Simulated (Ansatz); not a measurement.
# Phonons of Li3ClO (Pm-3m) against volume

Wanted: mode Grüneisen parameters of Li3ClO (Pm-3m).

Program: Ansatz 0.2.0. Level of theory: DFT PBEsol, scalar-relativistic, plane waves, PAW. Results are calculated unless marked as measured.

This is a report of a sequence of runs, with most program output left out.

## Step 1: The structure

Symmetry: Pm-3m, No. 221, cubic system. Conventional cell: a = 3.840 Å, b = 3.840 Å, c = 3.840 Å, α = 90.00°, β = 90.00°, γ = 90.00°. Nearest to Li lie 2 O at 1.92 Å and 8 Li at 2.71 Å and 4 Cl at 2.71 Å. Nearest to Cl lie 12 Li at 2.71 Å. Nearest to O lie 6 Li at 1.92 Å. Farther neighbours and most contacts between anions are not listed.

## Step 2: Phonons on a q mesh

The cell comes from relaxations at this level that are not shown. Stability and thermal properties need the whole zone. Linear response on a 2×2×2 q mesh gives force constants as far as a supercell of that size would, and the tensors from the zone-centre run are typed in so that the long-range dipole term is interpolated apart.

The input, input.yaml:

```yaml
crystal:
  lattice:
    - [3.8395491852, 0.0, 0.0]
    - [0.0, 3.8395491852, 0.0]
    - [0.0, 0.0, 3.8395491852]
  atoms:
    - { symbol: Li, position: [0.0, 0.5, 0.5] }
    - { symbol: Li, position: [0.5, 0.0, 0.5] }
    - { symbol: Li, position: [0.5, 0.5, 0.0] }
    - { symbol: Cl, position: [0.0, 0.0, 0.0] }
    - { symbol: O, position: [0.5, 0.5, 0.5] }
kpoints:
  mp_grid: { grid: [6, 6, 6] }
hamiltonian:
  xc: pbesol
scf:
  occupations: { method: fixed }
output:
  eigenvalues: true
phonons:
  method: dfpt
  qmesh: [2, 2, 2]
  temperatures: { t_max: 1000, t_step: 50 }
  qpath:
    path:
      - [[0.0, 0.0, 0.0], [0.0, 0.5, 0.0], [0.5, 0.5, 0.0], [0.0, 0.0, 0.0], [0.5, 0.5, 0.5], [0.0, 0.5, 0.0]]
      - [[0.5, 0.5, 0.5], [0.5, 0.5, 0.0]]
    npoints: 10
  non_analytic_term:
    high_frequency_dielectric_tensor: [[3.2354, 0.0, 0.0], [0.0, 3.2354, 0.0], [0.0, 0.0, 3.2354]]
    born_effective_charges:
      - { species: Li, tensor: [[0.9944, 0.0, 0.0], [0.0, 1.1469, 0.0], [0.0, 0.0, 1.1469]] }
      - { species: Li, tensor: [[1.1469, 0.0, 0.0], [0.0, 0.9944, 0.0], [0.0, 0.0, 1.1469]] }
      - { species: Li, tensor: [[1.1469, 0.0, 0.0], [0.0, 1.1469, 0.0], [0.0, 0.0, 0.9944]] }
      - { species: Cl, tensor: [[-1.2662, 0.0, 0.0], [0.0, -1.2662, 0.0], [0.0, 0.0, -1.2662]] }
      - { species: O, tensor: [[-2.0219, 0.0, 0.0], [0.0, -2.0219, 0.0], [0.0, 0.0, -2.0219]] }
    source: "zone-centre run at this cell"
```

Started as:

```console
$ ansatz run input.yaml --threads 4 --pin off --max-ram 7168MiB --backend cpu --events-out ev --progress --plain --runs-dir out
```

Wall time 32 s (4 threads of Arm Neoverse V2, shared host); peak memory 0.46 GiB; 2 min of CPU time.

Numbers from this step:

```yaml
gap_on_the_k_mesh: 4.748 eV
volume_per_atom: 11.32 Å³
sum_rule_residual_before_enforcement: 2.94e-4 eV/Å²
lowest_frequency_on_the_path: 0 cm⁻¹
point_group: m-3m
highest_frequency_on_the_path_or_at_a_solved_wavevector: 656.7 cm⁻¹
mean_frequency: 309.2 cm⁻¹
debye_temperature_second_moment: 652 K
logarithmic_mean_frequency: 262.4 cm⁻¹
highest_optical_mode_at_the_zone_centre_no_lo_to_term: 557.6 cm⁻¹
lowest_optical_zone_centre_mode: 151.1 cm⁻¹
lowest_mode_on_the_q_mesh_acoustic_modes_at_gamma_apart: 44.81 cm⁻¹
zero_point_energy_per_atom: 57.5 meV
heat_capacity_at_300_k: 20.30 J/(mol atoms K)
vibrational_entropy_at_300_k: 21.81 J/(mol atoms K)
```

Frequencies (cm⁻¹) solved at each irreducible wavevector; negative means imaginary. Frequencies by wavevector, by row:

```csv
q in reciprocal lattice units,star,mode 1,mode 2,mode 3,mode 4,mode 13,mode 14,mode 15
0 0 0,1,0,0,0,151.1,557.6,557.6,557.6
0 0 -0.5,3,127.2,127.2,157.7,157.7,554.4,554.4,564
0 -0.5 -0.5,3,64.2,119.9,119.9,123.3,489.4,551.5,620
-0.5 -0.5 -0.5,1,44.8,44.8,44.8,146.6,445.8,445.8,656.7
```

Symmetry leaves 4 wavevectors to solve. The lowest mode among them, the acoustic zeros apart, lies at q = (-0.5, -0.5, -0.5) and is real, 44.8 cm⁻¹.

## Step 3: Relaxing at another volume, volume ratio 0.97

The volume is scaled by 0.97 and held; symmetry leaves nothing to relax, so this is a single point. The modes can then be followed against volume.

The input, input.yaml:

```yaml
crystal:
  lattice:
    - [3.8007632083, 0.0, 0.0]
    - [0.0, 3.8007632083, 0.0]
    - [0.0, 0.0, 3.8007632083]
  atoms:
    - { symbol: Li, position: [0.0, 0.5, 0.5] }
    - { symbol: Li, position: [0.5, 0.0, 0.5] }
    - { symbol: Li, position: [0.5, 0.5, 0.0] }
    - { symbol: Cl, position: [0.0, 0.0, 0.0] }
    - { symbol: O, position: [0.5, 0.5, 0.5] }
kpoints:
  mp_grid: { grid: [6, 6, 6] }
hamiltonian:
  xc: pbesol
scf:
  occupations: { method: fixed }
output:
  forces: true
  stress: true
  eigenvalues: true
  write_density: true
  write_potential: true
  elf: true
  volumetric_format: npy
```

The job ended after 0.62 s (4 threads; peak memory 0.3 GiB).

This step gave:

| Property | Result |
| --- | --- |
| pressure | 1.803 GPa |
| gap on the k-mesh | 4.771 eV |
| volume per atom | 10.98 Å³ |
| direct gap on mesh | 4.771 eV |

Valence density in the ac plane at fractional y = 0.500, with atoms of Li and O within 0.2 Å of it. It is the smooth field of the valence electrons, not physical close to the nuclei.

Ten even steps from '_' (0.0 e/Å³) to '@' (8.1 e/Å³), each cell a mean:
```
____________==**--__________
____________....____________
____________________________
____________________________
__________..::::..__________
++::______::++**==..______--
@@++____..--##%%**::____..**
**--______--**##++::____..==
..________..----::..________
______________..____________
____________________________
____________________________
____________--++::__________
__________..**@@++__________
```
Columns run along a (3.8 Å), rows up along c (3.8 Å). Atoms in or near the plane, at fractional coordinates: Li at (0.00, 0.50), Li at (0.50, 0.00), O at (0.50, 0.50).

ELF in the ac plane at fractional y = 0.500, with atoms of Li and O within 0.2 Å of it. It is the smooth field of the valence electrons, not physical close to the nuclei.

Values in units of 1e-1, 14 rows by 14 columns, each cell a mean:
```
0.4 0.4 0.3 0.2 0.2 3.5 8.1 9.0 7.4 1.7 0.1 0.2 0.4 0.4
0.4 0.4 0.4 0.4 0.3 0.7 2.3 3.2 1.8 0.4 0.3 0.4 0.4 0.4
0.2 0.3 0.5 1.2 2.1 2.3 2.2 2.1 2.2 2.3 1.9 0.9 0.4 0.2
0.1 0.1 0.6 2.6 5.1 6.5 6.9 7.0 6.8 6.2 4.5 1.9 0.3 0.1
3.1 1.2 0.6 3.5 6.8 8.0 8.1 8.1 8.1 7.7 6.2 2.3 0.4 1.7
9.2 5.9 1.0 3.6 7.5 8.1 7.1 6.2 7.5 8.1 6.8 2.2 1.8 7.4
9.9 7.9 1.6 3.5 7.7 7.8 5.3 3.2 6.2 8.1 7.0 2.1 3.2 9.0
9.4 6.7 1.2 3.5 7.6 8.0 6.5 5.3 7.1 8.1 6.9 2.2 2.3 8.1
5.5 2.6 0.7 3.6 7.1 8.1 8.0 7.8 8.1 8.0 6.5 2.3 0.7 3.5
0.4 0.2 0.6 3.0 5.7 7.1 7.6 7.7 7.5 6.8 5.1 2.1 0.3 0.2
0.2 0.2 0.6 1.6 3.0 3.6 3.5 3.5 3.6 3.5 2.6 1.2 0.4 0.2
0.4 0.3 0.4 0.6 0.6 0.7 1.2 1.6 1.0 0.6 0.6 0.5 0.4 0.3
0.4 0.4 0.3 0.2 0.2 2.6 6.7 7.9 5.9 1.2 0.1 0.3 0.4 0.4
0.4 0.4 0.4 0.2 0.4 5.5 9.4 9.9 9.2 3.1 0.1 0.2 0.4 0.4
```
Columns run along a (3.8 Å), rows up along c (3.8 Å). Atoms in or near the plane, at fractional coordinates: Li at (0.00, 0.50), Li at (0.50, 0.00), O at (0.50, 0.50).

Electrostatic potential energy in the ac plane at fractional y = 0.500, with atoms of Li and O within 0.2 Å of it. With pseudopotentials it is smooth inside the atoms' cores, unlike the true potential.

Ten even steps from '0' (-35 eV) to '9' (8 eV), each cell a mean:
```
99998521368999
99999755689999
99999988999999
89999999999998
57899854699986
24799400169963
02698200049851
13699300059852
45899732489975
88999998999998
99999999999999
99999866789999
99998532479999
99998410258999
```
Columns run along a (3.8 Å; values clipped at the 3rd and 97th percentile), rows up along c (3.8 Å). Atoms in or near the plane, at fractional coordinates: Li at (0.00, 0.50), Li at (0.50, 0.00), O at (0.50, 0.50).

## Step 4: Phonons at the other volume, volume ratio 0.97

The phonons are repeated at this volume on the same k and q meshes.

input.yaml, the sections that differ from step 3:

```yaml
output:
  eigenvalues: true
phonons:
  method: dfpt
  dielectric: true
  rigid_motions: translations
  qmesh: [2, 2, 2]
  temperatures: { t_max: 1000, t_step: 50 }
  qpath:
    path:
      - [[0.0, 0.0, 0.0], [0.0, 0.5, 0.0], [0.5, 0.5, 0.0], [0.0, 0.0, 0.0], [0.5, 0.5, 0.5], [0.0, 0.5, 0.0]]
      - [[0.5, 0.5, 0.5], [0.5, 0.5, 0.0]]
    npoints: 10
# crystal, kpoints, hamiltonian, scf: as in step 3
```

Wall time 43 s (4 threads); peak memory 0.59 GiB; 2.5 min of CPU time.

Numbers from this step:

- sum-rule residual before enforcement: 4.24e-4 eV/Å²
- miss of the charge sum rule: 0.001701 e
- estimated error of the dielectric tensor: 0.007709
- estimated error of the Born charges: 0.008320 e
- highest frequency on the path or at a solved wavevector: 682.5 cm⁻¹
- mean frequency: 320.5 cm⁻¹
- Debye temperature (second moment): 677 K
- logarithmic mean frequency: 271.6 cm⁻¹
- highest optical mode at the zone centre (no LO-TO term): 592.4 cm⁻¹
- lowest optical zone-centre mode: 163.8 cm⁻¹
- mean high-frequency dielectric constant: 3.261
- largest Born charge (third of the trace): -2.033 e
- mean static dielectric constant: 14.13
- top of the zone-centre spectrum with the field: 678.0 cm⁻¹
- lowest mode on the q mesh (acoustic modes at Γ apart): 34.8 cm⁻¹
- zero-point energy per atom: 59.61 meV

Frequencies (cm⁻¹) solved at each irreducible wavevector; negative means imaginary. Frequencies by wavevector, by row:

```csv
q in reciprocal lattice units,star,mode 1,mode 2,mode 3,mode 4,mode 13,mode 14,mode 15
0 0 0,1,0,0,0,163.8,592.4,592.4,592.4
0 0 -0.5,3,135.9,135.9,163.2,163.2,574,589.4,589.4
0 -0.5 -0.5,3,58.5,129.7,129.7,131,496.7,586.6,646.5
-0.5 -0.5 -0.5,1,34.8,34.8,34.8,157.1,476.7,476.7,682.5
```

The highest optical mode at the zone centre (no LO-TO term) is 592.4 cm⁻¹, +34.8 cm⁻¹ against the base run.

## Step 5: Relaxing at another volume, volume ratio 1.03

The volume is scaled by 1.03 and held; symmetry leaves nothing to relax, so this is a single point. The modes can then be followed against volume.

The input, input.yaml:

```yaml
crystal:
  lattice:
    - [3.8775669961, 0.0, 0.0]
    - [0.0, 3.8775669961, 0.0]
    - [0.0, 0.0, 3.8775669961]
  atoms:
    - { symbol: Li, position: [0.0, 0.5, 0.5] }
    - { symbol: Li, position: [0.5, 0.0, 0.5] }
    - { symbol: Li, position: [0.5, 0.5, 0.0] }
    - { symbol: Cl, position: [0.0, 0.0, 0.0] }
    - { symbol: O, position: [0.5, 0.5, 0.5] }
kpoints:
  mp_grid: { grid: [6, 6, 6] }
hamiltonian:
  xc: pbesol
scf:
  occupations: { method: fixed }
output:
  forces: true
  stress: true
  eigenvalues: true
```

Run time: 0.53 s. Hardware: 4 threads; peak memory 0.3 GiB.

Numbers from this step:

```
pressure           : -1.555 GPa
gap on the k-mesh  : 4.725 eV
volume per atom    : 11.66 Å³
direct gap on mesh : 4.725 eV
```

At this level the gap is 4.73 eV on the k-mesh of the self-consistent run, which can miss the band edges.

## Step 6: Phonons at the other volume, volume ratio 1.03

input.yaml, the sections that differ from step 5:

```yaml
output:
  eigenvalues: true
phonons:
  method: dfpt
  dielectric: true
  rigid_motions: translations
  qmesh: [2, 2, 2]
  temperatures: { t_max: 1000, t_step: 50 }
  qpath:
    path:
      - [[0.0, 0.0, 0.0], [0.0, 0.5, 0.0], [0.5, 0.5, 0.0], [0.0, 0.0, 0.0], [0.5, 0.5, 0.5], [0.0, 0.5, 0.0]]
      - [[0.5, 0.5, 0.5], [0.5, 0.5, 0.0]]
    npoints: 10
# crystal, kpoints, hamiltonian, scf: as in step 5
```

It took 44 s on 4 threads; peak memory 0.61 GiB.

Numbers from this step:

| Quantity | Value |
| --- | --- |
| sum-rule residual before enforcement | 4.32e-4 eV/Å² |
| miss of the charge sum rule | 0.001634 e |
| estimated error of the dielectric tensor | 0.007622 |
| estimated error of the Born charges | 0.008371 e |
| highest frequency on the path or at a solved wavevector | 632.5 cm⁻¹ |
| mean frequency | 298.3 cm⁻¹ |
| Debye temperature (second moment) | 628 K |
| logarithmic mean frequency | 253.3 cm⁻¹ |
| highest optical mode at the zone centre (no LO-TO term) | 524.5 cm⁻¹ |
| lowest optical zone-centre mode | 138.7 cm⁻¹ |
| mean high-frequency dielectric constant | 3.212 |
| largest Born charge (third of the trace) | -2.011 e |
| mean static dielectric constant | 16.76 |
| top of the zone-centre spectrum with the field | 624.8 cm⁻¹ |
| lowest mode on the q mesh (acoustic modes at Γ apart) | 51.99 cm⁻¹ |
| zero-point energy per atom | 55.48 meV |

Frequencies (cm⁻¹) solved at each irreducible wavevector; negative means imaginary. Frequencies by wavevector, by row:

```csv
q in reciprocal lattice units,star,mode 1,mode 2,mode 3,mode 4,mode 13,mode 14,mode 15
0 0 0,1,0,0,0,138.7,524.5,524.5,524.5
0 0 -0.5,3,118.8,118.8,152.5,152.5,521,521,554.6
0 -0.5 -0.5,3,68.8,110.5,110.5,116,482.5,517.9,595.1
-0.5 -0.5 -0.5,1,52,52,52,136.2,416.2,416.2,632.5
```

The highest optical mode at the zone centre (no LO-TO term) is 524.5 cm⁻¹, -33.1 cm⁻¹ against the base run.

## Step 7: Grüneisen parameters

The Grüneisen parameter of a mode is minus the logarithmic change of its frequency with volume, −d ln ω / d ln V; weighted by heat capacity it gives the expansion.

Numbers from this step:

```
bulk modulus : 55.9 GPa
```

Phonon branches along the path, in cm⁻¹:

```csv
point,branch 1,branch 2,branch 3,branch 4,branch 12,branch 13,branch 14,branch 15
Γ,0,0,0,151,470,558,558,650
halfway,91,91,129,154,489,556,556,623
X,127,127,158,158,542,554,554,564
halfway,120,125,129,143,481,521,553,607
M,64,120,120,123,446,490,552,620
halfway,102,115,140,148,495,509,554,627
Γ,0,0,0,151,470,558,558,650
halfway,122,122,143,148,480,511,511,640
R,45,45,45,147,410,446,446,657
halfway,119,127,138,138,475,482,513,636
X,127,127,158,158,542,554,554,564
jump to R,45,45,45,147,410,446,446,657
halfway,55,134,134,137,434,446,501,646
M,64,120,120,123,446,490,552,620
```

The same for volume x 0.97:

```csv
point,branch 1,branch 2,branch 3,branch 4,branch 12,branch 13,branch 14,branch 15
Γ,0,0,0,164,480,592,592,678
X,136,136,163,163,570,574,589,589
M,58,130,130,131,476,497,587,646
Γ,0,0,0,164,480,592,592,678
R,35,35,35,157,425,477,477,682
X,136,136,163,163,570,574,589,589
R,35,35,35,157,425,477,477,682
M,58,130,130,131,476,497,587,646
```

The same for volume x 1.03:

```csv
point,branch 1,branch 2,branch 3,branch 4,branch 12,branch 13,branch 14,branch 15
Γ,0,0,0,139,458,524,524,625
X,119,119,152,152,516,521,521,555
M,69,110,110,116,416,482,518,595
Γ,0,0,0,139,458,524,524,625
R,52,52,52,136,395,416,416,632
X,119,119,152,152,516,521,521,555
R,52,52,52,136,395,416,416,632
M,69,110,110,116,416,482,518,595
```

Mode Grueneisen parameter -dln(w)/dln(V), modes matched by rank; at Γ the acoustic branches take the value of a neighbouring point of the path. The mode Grüneisen parameters at the labelled points ():

```csv
point,branch 1,branch 2,branch 3,branch 4,branch 12,branch 13,branch 14,branch 15
Γ,0.74,0.74,1.83,2.77,0.78,2.03,2.03,1.36
halfway,1.11,1.11,1.62,2.29,0.88,2.04,2.04,1.27
X,2.24,2.24,1.13,1.13,1.63,1.61,2.06,1.01
halfway,1.27,2.14,1.17,1.82,2.15,0.57,2.07,1.52
M,-2.70,2.66,2.66,2.03,2.26,0.48,2.08,1.38
halfway,1.80,1.59,1.53,1.66,0.91,1.84,2.06,1.44
Γ,1.89,0.70,1.38,2.77,0.78,2.03,2.03,1.36
halfway,1.89,1.89,1.75,1.51,0.49,2.13,2.13,1.46
R,-6.69,-6.69,-6.69,2.38,1.21,2.26,2.26,1.27
halfway,0.28,2.24,1.95,1.88,1.65,1.11,2.12,1.44
X,2.24,2.24,1.13,1.13,1.63,1.61,2.06,1.01
jump to R,-6.69,-6.69,-6.69,2.38,1.21,2.26,2.26,1.27
halfway,-3.96,2.02,2.02,2.10,0.92,1.80,2.11,1.35
M,-2.70,2.66,2.66,2.03,2.26,0.48,2.08,1.38
```

(dS/dlnV)/C_V. Thermodynamic Grueneisen parameter against temperature:

```csv
temperature (K),thermodynamic Grueneisen parameter
50,1.20
100,1.19
150,1.15
200,1.14
250,1.14
300,1.14
350,1.15
400,1.15
450,1.15
500,1.15
550,1.15
600,1.16
650,1.16
700,1.16
750,1.16
800,1.16
850,1.16
900,1.16
950,1.16
1000,1.16
```

Gamma C_V/(B V) at the static volume. Volume expansion against temperature:

```csv
temperature (K),volume expansion (1e-6/K)
50,10.3
100,28.5
150,40.7
200,49.8
250,56.3
300,60.9
350,64.2
400,66.5
450,68.2
500,69.6
550,70.6
600,71.4
650,72.0
700,72.5
750,73.0
800,73.3
850,73.6
900,73.8
950,74.1
1000,74.2
```

## Step 8: Outcome

| Item | Value |
| --- | --- |
| bulk modulus | 55.9 GPa |
| gap deformation potential | -0.761 eV |
| thermodynamic Grüneisen parameter at 300 K | 1.144 |
| volume expansion at 300 K, estimated | 60.9 × 10⁻⁶ K⁻¹ |

What this shows: By this estimate the volume grows by 60.9 × 10⁻⁶ per kelvin at 300 K. Without the field, the highest optical mode at Γ goes from 592 to 524 cm⁻¹ as the cell grows, a Grüneisen parameter of 2.03. Mode parameters on the path run from -6.7 to 2.8, with a median of 1.1. Modes with negative values stiffen as the cell grows and pull against the expansion. Branches are matched by rank, so values near crossings are rough. The expansion is the Grüneisen estimate at the static volume, with the static bulk modulus. The q mesh stands for a supercell only 7.7 Å across, so branches between the solved wavevectors are rough.

[Logs are printed without paths, hosts, clocks, repeated set-up lines and the standing remarks that a program may print on its own settings, such as how far it seeks lower states.]

[Hosts, paths, dates, database ids (printed as entryN), source tags and the programs' standing remarks are cut or masked in the printed files.]
